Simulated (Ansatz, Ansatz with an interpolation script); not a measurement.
Rows from a G0W0 calculation on Cs2HfF6 (P-3m1) (Ansatz 0.2.0; G0W0 on LDA, plane waves, PAW; PAW set soft_1; 6×6×4 mesh, 737 empty bands, screening to 150 eV, PAW set soft_1 files), in eV. Spin-orbit coupling is left out.

```csv
row,k,band,start,Σx,Σc at the solution,Vxc
A,"(0.000, 0.167, 0.000)",v1,1.853,-31.306,5.515,-23.960
B,Γ,c2,9.190,-12.069,-4.038,-18.310
C,Γ,c1,8.237,-8.973,-3.550,-14.377
D,"(0.000, 0.167, 0.000)",c1,8.352,-9.737,-3.606,-15.268
E,Γ,v1,1.832,-31.444,5.791,-23.808
F,"(0.000, 0.167, 0.000)",c2,9.228,-12.198,-4.066,-18.481
```

**Question.** Work out each quasiparticle level and how far it moved.

The quasiparticle equation reads E = start + Σx + Σc(E) − Vxc.

| row | E (eV) | shift (eV) |
| --- | --- | --- |
| A | 0.022 | −1.831 |
| B | 11.393 | +2.203 |
| C | 10.091 | +1.853 |
| D | 10.277 | +1.926 |
| E | -0.012 | −1.844 |
| F | 11.445 | +2.217 |

The gap over the computed points goes from 6.38 eV to 10.07 eV.

Limits: not at the basis limit; no spin-orbit coupling.

[Paths, hosts, dates, memory and timing lines, banners, echoed tables and standing remarks are left out of the program output.]

[Logs are printed without paths, hosts, clocks, repeated set-up lines and the standing remarks that a program may print on its own settings, such as how far it seeks lower states.]

[Runs of the session that timed out or met a known fault of the program may be left out.]

[Hosts, paths, dates, database ids (printed as entryN), source tags and the programs' standing remarks are cut or masked in the printed files.]
